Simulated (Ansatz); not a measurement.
# Sr3AlN3 (P6_3/m): band gap by G0W0 on PBE

How far does one-shot GW move the PBE gap of Sr3AlN3 (P6_3/m)?

Main program and level: Ansatz 0.2.0; PBE, then G0W0 on it, plane waves, PAW.

## 1. Set-up

It takes space group P6_3/m (No. 176, hexagonal). Conventional cell: a = 7.661 Å, b = 7.661 Å, c = 5.396 Å, α = 90.00°, β = 90.00°, γ = 120.00°. Nearest to Sr lie 5 N at 2.55 to 2.83 Å. Nearest to Al lie 3 N at 1.86 Å. Nearest to N lie 1 Al at 1.86 Å and 5 Sr at 2.55 to 2.83 Å. Farther neighbours and most contacts between anions are not listed.

The cell and positions are those that the Materials Project relaxed with its own functionals (PBE, PBE+U or r2SCAN), kept fixed.

## 2. The PBE band structure

Levels along a band path and on the mesh show where this functional puts the band edges.

This step: DFT, PBE, plane waves, PAW; PAW set soft_1.

Input file input.yaml:

```yaml
crystal:
  lattice:
    - [7.6614142586, 0.0, 0.0]
    - [-3.8307071293, 6.6349793769, 0.0]
    - [0.0, 0.0, 5.395857]
  atoms:
    - { symbol: Sr, position: [0.927824, 0.640649, 0.25] }
    - { symbol: Sr, position: [0.712825, 0.072176, 0.25] }
    - { symbol: Sr, position: [0.359351, 0.287175, 0.25] }
    - { symbol: Sr, position: [0.072176, 0.359351, 0.75] }
    - { symbol: Sr, position: [0.287175, 0.927824, 0.75] }
    - { symbol: Sr, position: [0.640649, 0.712825, 0.75] }
    - { symbol: Al, position: [0.66666667, 0.33333333, 0.75] }
    - { symbol: Al, position: [0.33333333, 0.66666667, 0.25] }
    - { symbol: "N", position: [0.893933, 0.589504, 0.75] }
    - { symbol: "N", position: [0.695571, 0.106067, 0.75] }
    - { symbol: "N", position: [0.410496, 0.304429, 0.75] }
    - { symbol: "N", position: [0.106067, 0.410496, 0.25] }
    - { symbol: "N", position: [0.304429, 0.893933, 0.25] }
    - { symbol: "N", position: [0.589504, 0.695571, 0.25] }
kpoints:
  mp_grid: { grid: [6, 6, 4] }
  band_path:
    path:
      - [[0.0, 0.0, 0.0], [0.5, 0.0, 0.0], [0.33333333, 0.33333333, 0.0], [0.0, 0.0, 0.0], [0.0, 0.0, 0.5], [0.5, 0.0, 0.5], [0.33333333, 0.33333333, 0.5], [0.0, 0.0, 0.5]]
      - [[0.5, 0.0, 0.5], [0.5, 0.0, 0.0]]
      - [[0.33333333, 0.33333333, 0.5], [0.33333333, 0.33333333, 0.0]]
    npoints: 10
hamiltonian:
  xc: pbe
  pseudopotentials: { kind: paw, azcp: { folder: soft_1 } }
scf:
  occupations: { method: fermi_dirac, width: 0.02 }
  n_extra_bands: 8
output:
  eigenvalues: true
  forces: true
  stress: true
  write_density: true
  write_potential: true
  elf: true
  volumetric_format: npy
```

Launch:

```
ansatz run input.yaml --threads 2 --pin off --max-ram 92160MiB --backend cuda --events-out ev --progress --plain --runs-dir out --devices 1 --max-vram 13GiB
```

Numbers of over 12 decimals in the logs are rounded to 6 here.

The program printed:

```text
scf.n_extra_bands = 8 over 48 filled bands (N_el = 96.0): the run solves 56 bands
GPUs: using 1 of 1 available (devices: 1).
Engine: ansatz 0.2.0, x86_64-unknown-linux-gnu
Pseudopotentials: kind: paw
Pseudopotential: Sr, paw, valence charge 10, recommended cutoff 420 eV (normal), soft_1/Sr.paw.azcp
Pseudopotential: Al, paw, valence charge 3, recommended cutoff 420 eV (normal), soft_1/Al.paw.azcp
Pseudopotential: N, paw, valence charge 5, recommended cutoff 420 eV (normal), soft_1/N.paw.azcp
Functional definition: PBE
  parameter kappa = 0.804
  parameter beta = 0.066725
  exchange = pbe_x(kappa = kappa, mu = beta*pi^2/3)
  correlation = pbe_c(beta = beta)
device memory: the entry about to start is reckoned to put 4.1 GiB on a device that reports 35.9 GiB free (of which the cap on the GPU budget leaves the run 13.0 GiB)
GPU FFT provider: cuFFT
GPU libraries: cuBLAS 13.8.2, cuFFT 12.4.0, cuSOLVER 12.3.4
Crystal: 14 atoms, lattice volume = 274.289 Å³
Basis set: ecut = 420 eV, 5329 PW (Γ), exchange–correlation on 108×108×80 points (8 copies of the dense FFT grid, shifted against one another)
Bands: 56, of which v1, the nominal top of the filled ones, is band 48 counted from 1 (47 counted from 0)
Symmetry: 12 space group operations
Space group: P63/m (ITA 176), of the structure as read, at distance tolerance 6.5e-5 Å
k-points: 24 of 144
Non-local potential: Sr, projectors of the file, l = 0: 3, l = 1: 2, l = 2: 2
Non-local potential: Al, projectors of the file, l = 0: 2, l = 1: 2, l = 2: 1
Non-local potential: N, projectors of the file, l = 0: 2, l = 1: 2, l = 2: 1
PAW form: soft (Blöchl's): semilocal exchange-correlation on the pseudo side does not see the compensation charge
PAW one-centre angular grid: Sr, 110 points (default); XC on 64 Gauss nodes
PAW one-centre angular grid: Al, 110 points (default); XC on 64 Gauss nodes
PAW one-centre angular grid: N, 110 points (default); XC on 64 Gauss nodes
Initial density: superposition of atomic densities (chi_scale 0.1, normalization cell, long waves kept (reshape's long-wave potential 0.09 eV rms))
Initial wavefunctions: pseudopotential atomic-orbital guess
GPU buffer pool allocated for 116640 grid points (all kernels)
GPU transforms: local potential and band sums: pruned to the plane-wave sphere, on 54×54×40
Functional: x = pbe(κ = 0.804, μ = 0.219515), c = pbe(β = 0.066725)
SCF iter   1: F=—  HF=-24658.095497 eV  |F-HF|=—  |Δ(HF+E_count)|=         —  Δρ=4.28e-2  dr2=9.62e0  ethr=3.10e-3  ⟨swp⟩=14.9  Hψ=8439  notcnv=0
preconditioner: auto → Resta (q_TF=auto, 2.290 Å⁻¹)  ε∞=3.6  [insulator: Δε(μ)=1.331 eV  Ē_g=12.656 eV  σ=0.020 eV  W_gap=1.00  n_scr=56 (ndim 8)  ℏωp=20.5 eV  f_vac=0.000  D(μ)=0.00/eV (n_scr^D=0)  ε∞_Penn≈3.6]
SCF iter   2: F=—  HF=-24656.139022 eV  |F-HF|=—  |Δ(HF+E_count)|=    1.96e0  Δρ=2.91e-2  dr2=2.52e0  ethr=3.10e-3  ⟨swp⟩=3.0  Hψ=2378  notcnv=0  defer=68
SCF iter   3: F=—  HF=-24655.660392 eV  |F-HF|=—  |Δ(HF+E_count)|=   4.79e-1  Δρ=1.44e-2  dr2=1.17e0  ethr=2.62e-3  ⟨swp⟩=3.2  Hψ=2115  notcnv=0  defer=68
SCF iter   4: F=—  HF=-24655.466159 eV  |F-HF|=—  |Δ(HF+E_count)|=   1.94e-1  Δρ=3.42e-3  dr2=3.85e-2  ethr=1.22e-3  ⟨swp⟩=2.8  Hψ=1927  notcnv=0  defer=68
SCF iter   5: F=—  HF=-24655.480965 eV  |F-HF|=—  |Δ(HF+E_count)|=   1.48e-2  Δρ=6.45e-4  dr2=2.11e-3  ethr=4.01e-5  ⟨swp⟩=4.0  Hψ=2859  notcnv=0  defer=70
SCF iter   6: F=—  HF=-24655.482837 eV  |F-HF|=—  |Δ(HF+E_count)|=   1.87e-3  Δρ=1.71e-4  dr2=1.35e-4  ethr=2.19e-6  ⟨swp⟩=2.3  Hψ=2356  notcnv=0  defer=70
SCF iter   7: F=—  HF=-24655.483235 eV  |F-HF|=—  |Δ(HF+E_count)|=   3.98e-4  Δρ=4.64e-5  dr2=7.66e-6  ethr=1.41e-7  ⟨swp⟩=2.0  Hψ=2270  notcnv=0  defer=70
SCF iter   8: F=—  HF=-24655.482900 eV  |F-HF|=—  |Δ(HF+E_count)|=   3.35e-4  Δρ=1.21e-5  dr2=7.76e-7  ethr=7.98e-9  ⟨swp⟩=2.0  Hψ=2298  notcnv=0  defer=70
SCF iter   9: F=-24655.482901 eV  HF=-24655.482901 eV  |F-HF|=4.94e-9  |Δ(HF+E_count)|=   6.94e-7  Δρ=3.11e-6  dr2=4.65e-8  ethr=1.04e-10  ⟨swp⟩=22.4  Hψ=13582  notcnv=0
SCF 1 converged in 9 iterations: F = -24655.482901 eV  dr2 = 4.65e-8
  greatest PAW one-centre occupation: 0.987 electrons in one spin orbital (limit 2), on the Sr atom at site 5 (counted from 0), in its partial waves of l = 0
device memory: the entry about to start is reckoned to put 3.3 GiB on a device that reports 35.9 GiB free (of which the cap on the GPU budget leaves the run 13.0 GiB)
NSCF: frozen V_eff on 93 k-points
SCF converged after 9 iterations
Free energy (F): -24655.482901 eV
Harris-Foulkes:  -24655.482901 eV  (|F-HF|=4.94e-9)
Internal energy: -24655.482901 eV  (E = F + TS)
E sigma→0 (E₀):  -24655.482901 eV
Entropy (-TS):   -0.000000 eV (-0.000 meV/atom)
Fermi energy:    7.524777 eV
--- Per-component energies (eV) ---
  E_band       = -458.958701
  E_kinetic    = 2211.889127
  E_local      = -5226.471941  (includes V_loc(G=0)·N_el)
  E_nonlocal   = 1629.956680
  E_hartree    = 1377.412720
  E_xc         = -1490.272136
  E_vxc        = -1451.928781  (∫ρ·V_xc dr)
  E_paw        = -17844.715581  (= ΣΔE_a)
  E_vpaw       = -377.230056  (= ΣTr[D̂ρ^β])
  E_aug_tail   = 0.004954  (compensation charges beyond the density's cutoff)
  E_ewald      = -5313.286723
  E_smearing   = -0.000000  (= −TS)
  E_closure    = 0.000000  (closes the sum)
  Σ components = -24655.482901   (vs F -24655.482901, Δ=0.00e0)
--- Forces (eV/Å), atoms counted from 1 ---
  atom   1  Sr     0.02040275     0.00800338     0.00000000
  atom   2  Sr    -0.00327024    -0.02167099     0.00000000
  atom   3  Sr    -0.01713251     0.01366761     0.00000000
  atom   4  Sr    -0.02040275    -0.00800338     0.00000000
  atom   5  Sr     0.00327024     0.02167099     0.00000000
  atom   6  Sr     0.01713251    -0.01366761     0.00000000
  atom   7  Al    -0.00000000     0.00000000     0.00000000
  atom   8  Al     0.00000000    -0.00000000     0.00000000
  atom   9  N     -0.00490463     0.00699721     0.00000000
  atom  10  N      0.00851208     0.00074893     0.00000000
  atom  11  N     -0.00360745    -0.00774615     0.00000000
  atom  12  N      0.00490463    -0.00699721     0.00000000
  atom  13  N     -0.00851208    -0.00074893     0.00000000
  atom  14  N      0.00360745     0.00774615     0.00000000
  max |Σ_I F_I| component: 1.82e-17 eV/Å
--- Stress (GPa, compression-positive) ---
       -0.275852       0.000005       0.000000
       -0.000005      -0.275852       0.000000
        0.000000       0.000000      -0.302300
  P = ⅓ Tr σ = -0.2847 GPa (-2.847 kbar)
--- Band table (eV; the first three rows and the last of 24) ---
  k-point 0: bands = [... 44 lower, 6.9893, 7.1723, 7.1723, 7.2584, 7.7559, 9.5304, 9.5571, 9.9290, ... 4 higher]
  k-point 1: bands = [... 44 lower, 6.8990, 6.8990, 6.9645, 7.1488, 8.4199, 9.3079, 9.6158, 9.9549, ... 4 higher]
  k-point 2: bands = [... 44 lower, 6.7812, 6.7812, 6.9905, 6.9905, 9.1099, 9.1099, 9.6344, 9.6344, ... 4 higher]
  k-point 23: bands = [... 44 lower, 6.7280, 6.7280, 6.7434, 6.7434, 9.2459, 9.2459, 9.8329, 9.8329, ... 4 higher]
```

It took 9.8 s on 1 × NVIDIA H100 80GB HBM3 (shared by 6 runs) with 2 threads of AMD EPYC 7R13 (Zen 3), shared host; peak memory 1.1 GiB.

This step gave:

```yaml
pressure: -0.2847 GPa
filled_bands: 48
gap: 0.4975 eV
valence_top_at: Γ
conduction_bottom_at: Γ
least_direct_gap: 0.4975 eV
```

Over mesh and path the gap is 0.498 eV, direct, at k = Γ.

Electronic bands along the path, in eV, zero at the top of the highest nominally filled band:

```tsv
point	band 45	band 46	band 47	band 48	band 49	band 50	band 51	band 52
Γ	-0.27	-0.09	-0.09	0.00	0.50	2.27	2.30	2.67
halfway	-0.25	-0.08	-0.08	-0.07	1.21	2.19	2.29	2.53
M	-0.26	-0.19	-0.07	-0.07	1.82	1.84	2.14	2.81
halfway	-0.30	-0.18	-0.11	-0.04	1.82	1.89	2.13	2.70
K	-0.37	-0.15	-0.15	-0.02	1.81	2.03	2.03	2.65
halfway	-0.26	-0.10	-0.09	-0.07	1.35	2.16	2.23	2.59
Γ	-0.27	-0.09	-0.09	0.00	0.50	2.27	2.30	2.67
halfway	-0.36	-0.36	-0.29	-0.11	1.16	2.05	2.36	2.70
A	-0.48	-0.48	-0.27	-0.27	1.85	1.85	2.38	2.38
halfway	-0.51	-0.51	-0.30	-0.30	1.91	1.91	2.54	2.54
L	-0.51	-0.51	-0.41	-0.41	1.94	1.94	2.63	2.63
halfway	-0.52	-0.52	-0.45	-0.45	1.96	1.96	2.60	2.60
H	-0.53	-0.53	-0.52	-0.52	1.99	1.99	2.57	2.57
halfway	-0.52	-0.52	-0.32	-0.32	1.92	1.92	2.57	2.57
A	-0.48	-0.48	-0.27	-0.27	1.85	1.85	2.38	2.38
jump to L	-0.51	-0.51	-0.41	-0.41	1.94	1.94	2.63	2.63
halfway	-0.41	-0.39	-0.31	-0.29	2.02	2.03	2.16	2.98
M	-0.26	-0.19	-0.07	-0.07	1.82	1.84	2.14	2.81
jump to H	-0.53	-0.53	-0.52	-0.52	1.99	1.99	2.57	2.57
halfway	-0.43	-0.41	-0.41	-0.32	2.01	2.13	2.13	2.96
K	-0.37	-0.15	-0.15	-0.02	1.81	2.03	2.03	2.65
```

Electrostatic potential energy in the ab plane at fractional z = 0.250, with atoms of Sr and Al and N within 0.2 Å of it. With pseudopotentials it is smooth inside the atoms' cores, unlike the true potential.

Values in eV, 11 rows by 16 columns, each cell a mean:
```
   9   10   11    8  -16  -33  -10   10    6   -4  -17  -10    3    8    9    9
   5    7   10   -5  -34  -25    1    7    7    7    7    9   11   10    8    6
 -21   -1    8    6   -2   -2   -3   -3    1  -19  -22    4   11    6   -7  -29
 -57   -1    7    0    0   11    2   -3  -22  -40  -16    9    6  -20 -103 -133
  -6    7    7   -3   -3   -2    1    7    2    4   10    8   -2  -47 -104  -67
   8   -6  -20   -5    5    6    6    6    7    9    9    6    1   -5   -5    4
  -8  -40  -31    2    5  -14  -41  -24   -1    6    7    7    6    7    9   11
   2   -3    7    4  -34 -119 -132  -45   -1    6    7    7    6    7    9   11
  11   11    7   -3  -51  -91  -48   -2    6    7    4   -3  -11   -4    5   10
  10    9    6    2   -1    1    6    9    9    2  -33 -102 -105  -25    3    8
   9    9    9    9   10    8    9   11    7  -13  -94 -123  -63   -5    7    9
```
Columns run along a (7.7 Å; values clipped at the 3rd and 97th percentile), rows up along b (7.7 Å). Atoms in or near the plane, at fractional coordinates: Sr at (0.93, 0.64), Sr at (0.71, 0.07), Sr at (0.36, 0.29), Al at (0.33, 0.67), N at (0.11, 0.41), N at (0.30, 0.89), N at (0.59, 0.70).

ELF in the ab plane at fractional z = 0.250, with atoms of Sr and Al and N within 0.2 Å of it. It is the smooth field of the valence electrons, not physical close to the nuclei.

Ten even steps from '_' (0.02) to '@' (0.86), each cell a mean:
```
____::++##@@@@%%@@%%--::##@@@@##==________
____--##@@%%--++@@##::..--==--........____
____::##@@##::##%%++......::--==++==..____
==::..**@@%%%%@@##--::==**%%%%%%##--__..--
%%++..==%%@@@@**::::**%%%%%%@@@@++..::##@@
@@##::--**##==____==%%%%==++@@%%::::##@@@@
@@##....--..__::__##@@**::##@@++..**@@++--
@@++__::::______--%%@@%%%%@@##..==@@**..==
##..--****==....==##%%@@@@%%--..**@@%%**@@
::==##%%@@%%++::::==++****==....##@@@@@@**
==%%%%%%@@%%==..............__..++####==..
@@%%--++@@**::::==++==..________..::....==
@@**::##%%----%%@@@@%%==______________==%%
@@%%%%@@==--%%%%**%%@@++____________..++@@
@@@@@@++::##%%..::@@@@--______________--##
##%%**..==@@##--##@@**..____..--++--....==
++++::..**@@@@@@@@**..____..**@@@@%%==__..
::::__..**@@%%##--..____..**@@@@@@@@**..__
________::--::....--::__==@@##--**@@**..__
__________..::==####--..##@@--::%%@@==____
______..--++%%@@@@%%--::%%@@**%%@@++..____
```
Columns run along a (7.7 Å), rows up along b (7.7 Å). Atoms in or near the plane, at fractional coordinates: Sr at (0.93, 0.64), Sr at (0.71, 0.07), Sr at (0.36, 0.29), Al at (0.33, 0.67), N at (0.11, 0.41), N at (0.30, 0.89), N at (0.59, 0.70).

(Part 1 of 2 ends here.)

[Paths, hosts, dates, memory and timing lines, banners, echoed tables and standing remarks are left out of the program output.]

[Logs are printed without paths, hosts, clocks, repeated set-up lines and the standing remarks that a program may print on its own settings, such as how far it seeks lower states.]

[Runs of the session that timed out or met a known fault of the program may be left out.]

[Cells called generated may have been cut or substituted from an entry of the Crystallography Open Database or the Materials Project.]

[Hosts, paths, dates, database ids (printed as entryN), source tags and the programs' standing remarks are cut or masked in the printed files.]

[Where an RPA ε∞ is given, it is that of the G0W0 mesh and is not shown converged in it. Names of k-points follow the symmetry that the program found, which can be lower than the space group named. Band edges on a path are those of the sampled points; other points can move an edge, and change direct to indirect where valleys lie close.]

[Hybrid gaps are those of their k-mesh and are not shown converged in it.]
